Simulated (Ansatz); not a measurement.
# Lattice dynamics of HfBRh3 (Pm-3m)

Aim: the phonons of HfBRh3 (Pm-3m) at a cell relaxed beforehand at this level. After the zone centre comes a 2×2×2 q mesh on a 12×12×12 k mesh.

Calculated with Ansatz 0.2.0; DFT PBEsol, scalar-relativistic, plane waves, PAW; PAW set soft_1.

## 1. Set-up

It takes space group Pm-3m (No. 221, cubic). Conventional cell: a = 4.078 Å, b = 4.078 Å, c = 4.078 Å, α = 90.00°, β = 90.00°, γ = 90.00°. Nearest to Hf lie 12 Rh at 2.88 Å. B has 6 Rh at 2.04 Å nearest. Rh has 2 B at 2.04 Å and 8 Rh at 2.88 Å and 4 Hf at 2.88 Å nearest. Farther neighbours are not listed.

Structure file:

```cif
data_structure
_symmetry_space_group_name_H-M 'Pm-3m'
_symmetry_Int_Tables_number 221
_cell_length_a 4.0785
_cell_length_b 4.0785
_cell_length_c 4.0785
_cell_angle_alpha 90.000
_cell_angle_beta 90.000
_cell_angle_gamma 90.000
_cell_volume 67.84
loop_
_atom_site_label
_atom_site_type_symbol
_atom_site_symmetry_multiplicity
_atom_site_Wyckoff_symbol
_atom_site_fract_x
_atom_site_fract_y
_atom_site_fract_z
_atom_site_occupancy
Hf1 Hf 1 a 0.00000 0.00000 0.00000 1
B1 B 1 b 0.50000 0.50000 0.50000 1
Rh1 Rh 3 c 0.00000 0.50000 0.50000 1
```

## 2. Zone-centre response

The cell comes from relaxations at this level that are not shown. The zone centre comes first: it holds the modes that light can see, as far as symmetry allows. No field response is asked, since the mesh shows no gap.

File input.yaml:

```yaml
crystal:
  lattice:
    - [4.0784611211, 0.0, 0.0]
    - [0.0, 4.0784611211, 0.0]
    - [0.0, 0.0, 4.0784611211]
  atoms:
    - { symbol: Hf, position: [0.0, 0.0, 0.0] }
    - { symbol: B, position: [0.5, 0.5, 0.5] }
    - { symbol: Rh, position: [0.0, 0.5, 0.5] }
    - { symbol: Rh, position: [0.5, 0.5, 0.0] }
    - { symbol: Rh, position: [0.5, 0.0, 0.5] }
kpoints:
  mp_grid: { grid: [12, 12, 12] }
hamiltonian:
  xc: pbesol
  pseudopotentials: { kind: paw, azcp: { folder: soft_1 }, xc_functional: pbe }
scf:
  occupations: { method: methfessel_paxton, width: 0.2 }
output:
  eigenvalues: true
phonons:
  method: dfpt
```

Launch:

```console
ansatz run input.yaml --threads 4 --pin off --max-ram 10240MiB --backend cpu --events-out ev --progress --plain --runs-dir out
```

Numbers of over 12 decimals in the logs are rounded to 6 here.

What it wrote:

```text
zone centre: on kpoints.mp_grid the ground state, and the responses unless they are solved on pairs of k-points, stand on 343 of the mesh's 1728 k-points, reduced under 8 symmetry operations, with k and −k counted as one. Each operation leaves every solved displacement unchanged or reverses it
Engine: ansatz 0.2.0, aarch64-unknown-linux-gnu
Pseudopotentials: kind: paw
Pseudopotential: Hf, paw, valence charge 26, recommended cutoff 420 eV (normal), soft_1/Hf.paw.azcp
Pseudopotential: B, paw, valence charge 3, recommended cutoff 420 eV (normal), soft_1/B.paw.azcp
Pseudopotential: Rh, paw, valence charge 17, recommended cutoff 420 eV (normal), soft_1/Rh.paw.azcp
Functional definition: PBEsol
  exchange = pbesol_x
  correlation = pbesol_c
Crystal: 5 atoms, lattice volume = 67.840 Å³
Basis set: ecut = 420 eV, 1357 PW (Γ), exchange–correlation on 60×60×60 points (8 copies of the dense FFT grid, shifted against one another)
Bands: 48, of which v1, the nominal top of the filled ones, is band 40 counted from 1 (39 counted from 0)
Symmetry: 48 space group operations
k-points: 343 of 1728 (irreducible under 8 space group operations)
Non-local potential: Hf, projectors of the file, l = 0: 3, l = 1: 2, l = 2: 2, l = 3: 3
Non-local potential: B, projectors of the file, l = 0: 2, l = 1: 2, l = 2: 1
Non-local potential: Rh, projectors of the file, l = 0: 3, l = 1: 2, l = 2: 2, l = 3: 1
PAW form: soft (Blöchl's): semilocal exchange-correlation on the pseudo side does not see the compensation charge
PAW frozen core: Hf, regenerated for the run's functional, and the local potential with it (the file was generated under x = pbe(κ = 0.804, μ = 0.219515), c = pbe(β = 0.066725))
PAW frozen core: B, regenerated for the run's functional, and the local potential with it (the file was generated under x = pbe(κ = 0.804, μ = 0.219515), c = pbe(β = 0.066725))
PAW frozen core: Rh, regenerated for the run's functional, and the local potential with it (the file was generated under x = pbe(κ = 0.804, μ = 0.219515), c = pbe(β = 0.066725))
PAW one-centre angular grid: Hf, 590 points (default); XC on 64 Gauss nodes
PAW one-centre angular grid: B, 110 points (default); XC on 64 Gauss nodes
PAW one-centre angular grid: Rh, 590 points (default); XC on 64 Gauss nodes
Initial density: superposition of atomic densities (chi_scale 0.1, normalization cell, long waves kept (reshape's long-wave potential 0.00 eV rms))
Initial wavefunctions: pseudopotential atomic-orbital guess
Functional: x = pbesol(κ = 0.804, μ = 0.123457), c = pbesol(β = 0.046)
SCF iter   1: F=—  HF=-34786.639157 eV  |F-HF|=—  |Δ(HF+E_count)|=         —  Δρ=3.35e-1  dr2=1.40e2  ethr=3.10e-3  ⟨swp⟩=5.0  Hψ=49213  notcnv=0
preconditioner: auto → Kerker (q_TF=auto, 2.804 Å⁻¹)  [metal: Δε(μ)=0.022 eV  Ē_g=10.377 eV  σ=0.200 eV  W_gap=0.09  n_scr=26 (ndim 8)  ℏωp=31.2 eV  f_vac=0.000  D(μ)=4.63/eV (n_scr^D=56)]
SCF iter   2: F=—  HF=-34774.222137 eV  |F-HF|=—  |Δ(HF+E_count)|=    1.24e1  S|Δr|=    0.00e0  Δρ=1.22e-1  dr2=1.84e1  ethr=3.10e-3  ⟨swp⟩=3.0  Hψ=35049  notcnv=0  defer=280
SCF iter   3: F=—  HF=-34772.159295 eV  |F-HF|=—  |Δ(HF+E_count)|=    2.06e0  S|Δr|=    0.00e0  Δρ=3.54e-2  dr2=1.77e0  ethr=3.10e-3  ⟨swp⟩=2.4  Hψ=29688  notcnv=0  defer=157
SCF iter   4: F=—  HF=-34771.855178 eV  |F-HF|=—  |Δ(HF+E_count)|=   3.04e-1  S|Δr|=    0.00e0  Δρ=2.08e-2  dr2=5.65e-1  ethr=2.21e-3  ⟨swp⟩=2.0  Hψ=27544  notcnv=0  defer=203
SCF iter   5: F=—  HF=-34771.756246 eV  |F-HF|=—  |Δ(HF+E_count)|=   9.89e-2  S|Δr|=    0.00e0  Δρ=5.77e-3  dr2=2.50e-2  ethr=7.06e-4  ⟨swp⟩=2.0  Hψ=28033  notcnv=0  defer=203
SCF iter   6: F=—  HF=-34771.753706 eV  |F-HF|=—  |Δ(HF+E_count)|=   2.54e-3  S|Δr|=    0.00e0  Δρ=2.99e-3  dr2=1.38e-2  ethr=3.12e-5  ⟨swp⟩=1.0  Hψ=16710  notcnv=0  defer=203
SCF iter   7: F=—  HF=-34771.750470 eV  |F-HF|=—  |Δ(HF+E_count)|=   3.24e-3  S|Δr|=    0.00e0  Δρ=1.09e-3  dr2=2.10e-3  ethr=1.73e-5  ⟨swp⟩=2.0  Hψ=20390  notcnv=0  defer=203
SCF iter   8: F=—  HF=-34771.750202 eV  |F-HF|=—  |Δ(HF+E_count)|=   2.68e-4  S|Δr|=    0.00e0  Δρ=6.30e-4  dr2=7.03e-4  ethr=2.62e-6  ⟨swp⟩=1.1  Hψ=16231  notcnv=0  defer=203
SCF iter   9: F=—  HF=-34771.750044 eV  |F-HF|=—  |Δ(HF+E_count)|=   1.58e-4  S|Δr|=    0.00e0  Δρ=1.72e-4  dr2=4.80e-5  ethr=8.78e-7  ⟨swp⟩=2.0  Hψ=18913  notcnv=0  defer=203
SCF iter  10: F=—  HF=-34771.750037 eV  |F-HF|=—  |Δ(HF+E_count)|=   6.51e-6  S|Δr|=    0.00e0  Δρ=1.10e-5  dr2=4.66e-8  ethr=6.00e-8  ⟨swp⟩=2.0  Hψ=24566  notcnv=0  defer=203
SCF iter  11: F=—  HF=-34771.750037 eV  |F-HF|=—  |Δ(HF+E_count)|=   2.52e-7  S|Δr|=    0.00e0  Δρ=1.96e-6  dr2=2.24e-9  ethr=5.82e-11  ⟨swp⟩=2.1  Hψ=28831  notcnv=0  defer=203
SCF iter  12: F=—  HF=-34771.750037 eV  |F-HF|=—  |Δ(HF+E_count)|=  2.62e-10  S|Δr|=    0.00e0  Δρ=2.40e-7  dr2=2.79e-11  ethr=2.80e-12  ⟨swp⟩=2.0  Hψ=23461  notcnv=0  defer=203
SCF iter  13: F=-34771.750037 eV  HF=-34771.750037 eV  |F-HF|=7.28e-12  |Δ(HF+E_count)|=    0.00e0  S|Δr|=    0.00e0  Δρ=5.99e-8  dr2=2.96e-12  ethr=1.00e-12  ⟨swp⟩=8.5  Hψ=75369  notcnv=0
SCF 1 converged in 13 iterations: F = -34771.750037 eV  dr2 = 2.96e-12
  greatest PAW one-centre occupation: 0.999 electrons in one spin orbital (limit 2), on the Rh atom at site 4 (counted from 0), in its partial waves of l = 0
DFPT response loops at Γ: preconditioner auto → Kerker (q_TF=auto, 2.804 Å⁻¹) (partly filled bands, converged f_vac=0.000); β = 1.00, the filter's whole step (`scf.mixing.beta` (0.50) is not read by the response loops under this deck's `scf.mixing.preconditioner`; to damp them name `kerker` or `kerker_dos`, under which they read `scf.mixing.beta`, and type it under 1.00, their step now; both keys bind the ground state too); Broyden in place of MSR1
SCF converged after 13 iterations
Stability not checked: this state was not tested for a lower state beside it, because cold or Methfessel-Paxton smearing, or corrected tetrahedra, fill the levels in a way that the test cannot read (fill_not_monotonic; see scf.lower_state_search)
Free energy (F): -34771.750037 eV
Harris-Foulkes:  -34771.750037 eV  (|F-HF|=7.28e-12)
Internal energy: -34771.756405 eV  (E = F + TS)
E sigma→0 (E₀):  -34771.751629 eV
Entropy (-TS):   0.006368 eV (1.274 meV/atom)
Fermi energy:    20.838856 eV
Step filling:    the computed levels leave a gap of 0.0000 eV = 0.0 smearing widths at the electron count; against every level under it full and every level over it empty, smearing changes F+E_penalty+E_count by +2.278 meV and its σ→0 estimate by +0.686 meV
--- Per-component energies (eV) ---
  E_band       = -262.454206
  E_kinetic    = 2073.739389
  E_local      = -10863.461795  (includes V_loc(G=0)·N_el)
  E_nonlocal   = 977.855939
  E_hartree    = 4769.425168
  E_xc         = -901.433931
  E_vxc        = -1054.188964  (∫ρ·V_xc dr)
  E_paw        = -18273.403425  (= ΣΔE_a)
  E_vpaw       = -935.249414  (= ΣTr[D̂ρ^β])
  E_aug_tail   = 0.000345  (compensation charges beyond the density's cutoff)
  E_ewald      = -12556.572463
  E_core_change = 2.094369  (= ΣΔE_core)
  E_smearing   = 0.006368  (= −TS)
  E_closure    = -0.000000  (closes the sum)
  Σ components = -34771.750037   (vs F -34771.750037, Δ=0.00e0)
--- Band table (eV; the first three rows and the last of 343) ---
  k-point 0: bands = [... 36 lower, 19.4723, 19.4723, 20.7552, 20.7844, 20.7844, 20.7844, 23.4885, 23.4885, ... 4 higher]
  k-point 1: bands = [... 36 lower, 19.2547, 19.7577, 20.6988, 20.7845, 21.0154, 21.0154, 23.4461, 23.5534, ... 4 higher]
  k-point 2: bands = [... 36 lower, 19.0442, 19.8094, 20.5313, 20.7850, 21.4478, 21.4478, 23.3295, 23.6470, ... 4 higher]
  k-point 342: bands = [... 36 lower, 20.5870, 20.5870, 20.5870, 21.0225, 21.0225, 21.0225, 22.3689, 22.3689, ... 4 higher]
--- Phonons (Γ-DFPT): 4 representative perturbations + reference, on 343 of 1728 k-points (Σ response iterations 14) ---
  k mesh reduced under 8 symmetry operations, with k and −k counted as one. Each operation leaves every solved displacement unchanged or reverses it
  ASR residual: 2.455e-5 → 0.000e0 eV/Å²; symmetrization residual: 9.829e-6 eV/Å²
  ASR residual per site (eV/Å²): 6.07e-6 5.24e-6 2.45e-5 2.45e-5 2.45e-5
  Γ frequencies (cm⁻¹): 0.00 0.00 0.00 107.61 107.61 107.61 128.79 128.79 128.79 140.02 140.02 140.02 587.79 587.79 587.79
  non-analytic LO–TO correction: not included (Born effective charges unavailable; polar crystals: no LO–TO splitting at Γ)
```

Run time: 3.2 min. Hardware: 4 threads of Arm Neoverse V1, shared host; peak memory 3.3 GiB; 12 min of CPU time.

This step gave:

```yaml
volume_per_atom: 13.57 Å³
gap_on_the_k_mesh: 0 eV
sum_rule_residual_before_enforcement: 2.45e-5 eV/Å²
point_group: m-3m
highest_optical_mode_at_the_zone_centre_no_lo_to_term: 587.8 cm⁻¹
lowest_optical_zone_centre_mode: 107.6 cm⁻¹
```

Patterns of degenerate modes are one choice out of their space. The modes at Γ (shares of kinetic energy by element, %):

```
mode  frequency (cm⁻¹)  symmetry  Hf %  B %  Rh %
   1               0.0  acoustic    36    2    62
   2               0.0  acoustic    36    2    62
   3               0.0  acoustic    36    2    62
   4             107.6       T1u    64    1    35
   5             107.6       T1u    64    1    35
   6             107.6       T1u    64    1    35
   7             128.8       T2u     0    0   100
   8             128.8       T2u     0    0   100
   9             128.8       T2u     0    0   100
  10             140.0       T1u     0   11    89
  11             140.0       T1u     0   11    89
  12             140.0       T1u     0   11    89
  13             587.8       T1u     0   86    14
  14             587.8       T1u     0   86    14
  15             587.8       T1u     0   86    14
```

Displacements in mode 5 (107.6 cm⁻¹), the largest set to 1:
```
Hf1 -0.24  1.00 -0.16
B2   0.13 -0.53  0.08
Rh3  0.14 -0.56  0.09
Rh4  0.13 -0.56  0.09
Rh5  0.13 -0.57  0.09
```

Displacements in mode 7 (128.8 cm⁻¹), the largest set to 1:
```
Hf1  0.00  0.00  0.00
B2   0.00  0.00  0.00
Rh3  0.00 -1.00  0.07
Rh4 -0.01  1.00  0.00
Rh5  0.01  0.00 -0.07
```

Before it was imposed, the acoustic sum rule was missed by 2.5e-5 eV/Å². Small misses are needed for a sound result but don't prove that mesh and cutoff are converged. The lowest optical mode is real, 108 cm⁻¹.

[end of part 1 of 2]

[Logs are printed without paths, hosts, clocks, repeated set-up lines and the standing remarks that a program may print on its own settings, such as how far it seeks lower states.]

[Hosts, paths, dates, database ids (printed as entryN), source tags and the programs' standing remarks are cut or masked in the printed files.]
